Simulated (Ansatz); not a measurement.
**LiLaSO (P4/nmm): the host for defect calculations**

Before any defect goes in: LiLaSO (P4/nmm) at rest, and how it screens a charge.

Program: Ansatz 0.2.0. Level of theory: plane-wave PAW DFT, PBEsol; relaxation of the host's cell and atoms, in the first sound run; inputs show where later runs differ. Results are calculated unless marked as measured.

This is a report of a sequence of runs, with most program output left out.

### 1. Starting point

Symmetry: P4/nmm, No. 129, tetragonal system. The conventional cell has a = 4.021 Å, b = 4.021 Å, c = 8.772 Å, α = 90.00°, β = 90.00°, γ = 90.00°. Nearest to Li lie 4 S at 2.46 Å. Nearest to La lie 4 O at 2.36 Å. Nearest to S lie 4 Li at 2.46 Å. Nearest to O lie 4 La at 2.36 Å. Farther neighbours and most contacts between anions are not listed.

### 2. Host cell relaxation

Cell and atoms are relaxed together, until forces and stress fall under their thresholds.

Input file cell/input.yaml:

```yaml
crystal:
  lattice:
    - [4.021412, 0.0, 0.0]
    - [0.0, 4.021412, 0.0]
    - [0.0, 0.0, 8.772094]
  atoms:
    - { symbol: Li, position: [0.5, 0.5, 0.5] }
    - { symbol: Li, position: [0.0, 0.0, 0.5] }
    - { symbol: La, position: [0.0, 0.5, 0.858217] }
    - { symbol: La, position: [0.5, 0.0, 0.141783] }
    - { symbol: S, position: [0.5, 0.0, 0.661238] }
    - { symbol: S, position: [0.0, 0.5, 0.338762] }
    - { symbol: O, position: [0.0, 0.0, 0.0] }
    - { symbol: O, position: [0.5, 0.5, 0.0] }
basis:
  ecutwfc: 420
  xc_grid: 2
hamiltonian:
  xc: pbesol
kpoints:
  mp_grid: { grid: [7, 7, 3] }
scf:
  occupations: { method: fixed }
  max_iter: 100
relax:
  f_tol: 0.005
  max_steps: 60
  cell: {}
output:
  forces: true
  stress: true
checkpoint:
  write: "../cell.run"
  compress: false
  write_wavefunctions: false
  write_every: 100000
```

Launch:

```sh
$ ansatz run input.yaml --threads 4 --pin off --max-ram 7536MiB --backend cpu --events-out ev --progress --plain --runs-dir out
```

Run time: 13 s. Hardware: 4 threads of Arm Neoverse V2, shared host; peak memory 0.53 GiB; 45 s of CPU time.

The steps of the relaxation:

```tsv
step	energy less that of the first step (eV)	largest force component (eV/Å)	pressure (GPa)	volume (Å³)
1	0.0000	0.1459	-2.77	141.86
2	0.2634	1.0754	5.02	126.90
3	-0.0465	0.1259	-0.83	137.87
4	-0.0496	0.0643	-0.29	137.27
5	-0.0517	0.0177	0.00	136.60
6	-0.0519	0.0044	0.01	136.53
7	-0.0472	0.0043	-0.05	136.53
8	-0.0474	0.0026	0.00	136.39
9*	-0.0472	0.0026	0.00	136.39
```

Relaxation steps marked * repeat the geometry before them on a plane-wave basis chosen anew for their cell, so energy and pressure can jump there. The log counts 2 steps on a newly chosen plane-wave basis, not all of them marked here; energy and pressure can jump at such steps. Relaxation step 2 was tried and not accepted.

The run keeps the 16 symmetry operations that it works with, so distortions that break them were not tested.

```tsv
conventional cell, symmetrised	before	after	change
a (Å)	4.021	3.975	-1.2 %
b (Å)	4.021	3.975	-1.2 %
c (Å)	8.772	8.634	-1.6 %
volume (Å³/atom)	17.73	17.05	-3.9 %
```

The atoms that moved most (Å, as changes of fractional coordinates times the final cell):

```tsv
atom	dx	dy	dz	length
La4	0.000	0.000	0.019	0.019
La3	0.000	0.000	-0.019	0.019
S6	0.000	0.000	-0.014	0.014
S5	0.000	0.000	0.014	0.014
```

This step gave:

```
pressure : -0.004990 GPa
```

The relaxation ends with a largest force component of 0.0026 eV/Å and a pressure of 0.00 GPa.

### 3. Dielectric tensors of the host

The response to a uniform electric field gives the electronic dielectric tensor.

This step: plane-wave PAW DFPT, PBEsol; dielectric tensors, Born charges and zone-centre modes of the host (Ansatz 0.2.0).

Input file eps/input.yaml:

```yaml
crystal:
  lattice:
    - [3.9745914041, 0.0, 0.0]
    - [0.0, 3.9745914041, 0.0]
    - [0.0, 0.0, 8.6338213126]
  atoms:
    - { symbol: Li, position: [0.5, 0.5, 0.5] }
    - { symbol: Li, position: [0.0, 0.0, 0.5] }
    - { symbol: La, position: [0.0, 0.5, 0.8559897345] }
    - { symbol: La, position: [0.5, 0.0, 0.1440102655] }
    - { symbol: S, position: [0.5, 0.0, 0.6628871403] }
    - { symbol: S, position: [0.0, 0.5, 0.3371128597] }
    - { symbol: O, position: [0.0, 0.0, 0.0] }
    - { symbol: O, position: [0.5, 0.5, 0.0] }
basis:
  ecutwfc: 420
hamiltonian:
  xc: pbesol
kpoints:
  mp_grid: { grid: [6, 6, 3] }
scf:
  occupations: { method: fixed }
  max_iter: 100
phonons:
  method: dfpt
  dielectric: true
  rigid_motions: translations
```

The job ended after 77 s (4 threads; peak memory 1.3 GiB; 4.8 min of CPU time).

Electronic dielectric tensor:

```
5.41 0.00 0.00
0.00 5.41 0.00
0.00 0.00 5.12
```

Static dielectric tensor:

```
20.61  0.00  0.00
 0.00 20.61  0.00
 0.00  0.00 13.45
```

The principal values of the electronic dielectric tensor are 5.12, 5.41 and 5.41. The principal values of the static dielectric tensor are 13.45, 20.61 and 20.61.

### 4. Primitive cell on a dense mesh

A dense mesh gives the host's converged energy, against which the supercell's sampling is tested.

This step: plane-wave PAW DFT, PBEsol; single point of the host's primitive cell on a dense mesh (Ansatz 0.2.0).

dense/input.yaml, as its differences from eps/input.yaml of step 3:

```diff
@@ -16,2 +16,3 @@
   ecutwfc: 420
+  xc_grid: 2
 hamiltonian:
@@ -19,9 +20,5 @@
 kpoints:
-  mp_grid: { grid: [6, 6, 3] }
+  mp_grid: { grid: [7, 7, 3] }
 scf:
-  occupations: { method: fixed }
-  max_iter: 100
-phonons:
-  method: dfpt
-  dielectric: true
-  rigid_motions: translations
+  occupations: { method: fermi_dirac, width: 0.01 }
+  max_iter: 80
```

Run time: 1.4 s. Hardware: 4 threads; peak memory 0.49 GiB.

### 5. Self-consistent run

This step: plane-wave PAW DFT, PBEsol; single point of the defect-free supercell, a test of its k-points (Ansatz 0.2.0).

System of this step: LiLaSO (P4/nmm). The cell holds 64 atoms: 16 Li, 16 La, 16 S and 16 O. Its edges and angles: a = 11.242 Å, b = 11.242 Å, c = 8.634 Å, α = 90.0°, β = 90.0°, γ = 90.0°.

Input file pristine.sampling/input.yaml:

```yaml
crystal:
  lattice:
    - [7.9491828081, 7.9491828081, 0.0]
    - [-7.9491828081, 7.9491828081, 0.0]
    - [0.0, 0.0, 8.6338213126]
  atoms:
    - { symbol: Li, position: [0.0, 0.25, 0.5] }
    - { symbol: Li, position: [0.25, 0.0, 0.5] }
    - { symbol: Li, position: [0.0, 0.0, 0.5] }
    - { symbol: Li, position: [0.25, 0.25, 0.5] }
    - { symbol: La, position: [0.125, 0.125, 0.8559897345] }
    - { symbol: La, position: [0.375, 0.375, 0.8559897345] }
    - { symbol: La, position: [0.125, 0.375, 0.1440102655] }
    - { symbol: La, position: [0.375, 0.125, 0.1440102655] }
[... 52 atom lines left out ...]
    - { symbol: O, position: [0.5, 0.5, 0.0] }
    - { symbol: O, position: [0.75, 0.75, 0.0] }
    - { symbol: O, position: [0.5, 0.75, 0.0] }
    - { symbol: O, position: [0.75, 0.5, 0.0] }
basis:
  ecutwfc: 420
  xc_grid: 2
hamiltonian:
  xc: pbesol
kpoints:
  mp_grid: { grid: [1, 1, 1], shift: [0.25, 0.25, 0.25] }
scf:
  occupations: { method: fermi_dirac, width: 0.01 }
  max_iter: 80
```

Wall time 6.6 s (4 threads); peak memory 2 GiB.

This step gave:

* energy over dense mesh: -1.94e-5 eV/atom

### 6. Defect free supercell relaxed from its symmetric sites

This cell, the one that will hold the defects, is built from the relaxed host. Its coarser k-points can move the atoms a little, so it is relaxed from the symmetric sites, as the reference for the test of stability.

This step: plane-wave PAW DFT, PBEsol; relaxation of the defect-free supercell from its symmetric sites (Ansatz 0.2.0).

pristine.symmetric/input.yaml, as its differences from pristine.sampling/input.yaml of step 5:

```diff
@@ -80 +80,12 @@
   max_iter: 80
+output:
+  forces: true
+relax:
+  f_tol: 0.01
+  max_steps: 60
+  escape_saddle: false
+checkpoint:
+  write: "../pristine.symmetric.run"
+  compress: false
+  write_wavefunctions: false
+  write_every: 100000
```

Run time: 11 s. Hardware: 4 threads; peak memory 2 GiB; 40 s of CPU time.

Hardly anything moved in the relaxation; the energy changed by under 0.2 meV an atom.

### 7. Defect free supercell relaxed from displaced atoms

This step: plane-wave PAW DFT, PBEsol; relaxation of the defect-free supercell from random displacements, a test of the host's stability (Ansatz 0.2.0).

pristine.rattled/input.yaml, as its differences from pristine.symmetric/input.yaml of step 6:

```diff
@@ -84,6 +84,6 @@
   f_tol: 0.01
-  max_steps: 60
-  escape_saddle: false
+  max_steps: 120
+  random_displacement: { amplitude: 0.08, seed: 6644 }
 checkpoint:
-  write: "../pristine.symmetric.run"
+  write: "../pristine.rattled.run"
   compress: false
```

Run time: 59 s. Hardware: 4 threads; peak memory 1.9 GiB.

The steps of the relaxation:

```tsv
step	energy less that of the first step (eV)	largest force component (eV/Å)
1	0.0000	1.5237
2	-0.4412	1.9336
3	-1.6328	0.0655
4	-1.6344	0.0190
5	-1.6365	0.0039
```

The relaxation ends 26 meV an atom lower than the displaced start, with a largest force component of 0.0039 eV/Å.

### 8. Results

| Item | Value |
| --- | --- |
| primitive cell vectors, lengths | 3.975, 3.975, 8.634 Å |
| electronic dielectric constant | principal values (5.12, 5.41, 5.41) |
| static dielectric constant | principal values (13.45, 20.61, 20.61) |
| gap on the k-mesh of the response run (PBEsol) | 3.07 eV |
| supercell relaxed in its symmetry less the displaced and relaxed one | 0.000 eV |
| energy an atom at one point at (¼, ¼, ¼) less that on the dense mesh | 0.000 eV |

**Reading.** Step 7: The energy fell by 1.636 eV from the randomly displaced start; the atoms end within 0.005 Å of the sites as typed, once the mean shift is taken out. The displaced cell ends within 0.01 eV of the symmetric one relaxed in its symmetry, so no lower structure shows in this supercell. The k-mesh can miss the band edges, so this gap is an upper bound at this level. All at zero temperature.

[Logs are printed without paths, hosts, clocks, repeated set-up lines and the standing remarks that a program may print on its own settings, such as how far it seeks lower states.]

[Hosts, paths, dates, database ids (printed as entryN), source tags and the programs' standing remarks are cut or masked in the printed files.]

[Runs of the host that timed out are not shown.]

[For some hosts the program warned that the k-mesh of the response run may be too coarse for force constants and the static dielectric constant; such warnings are not always shown.]
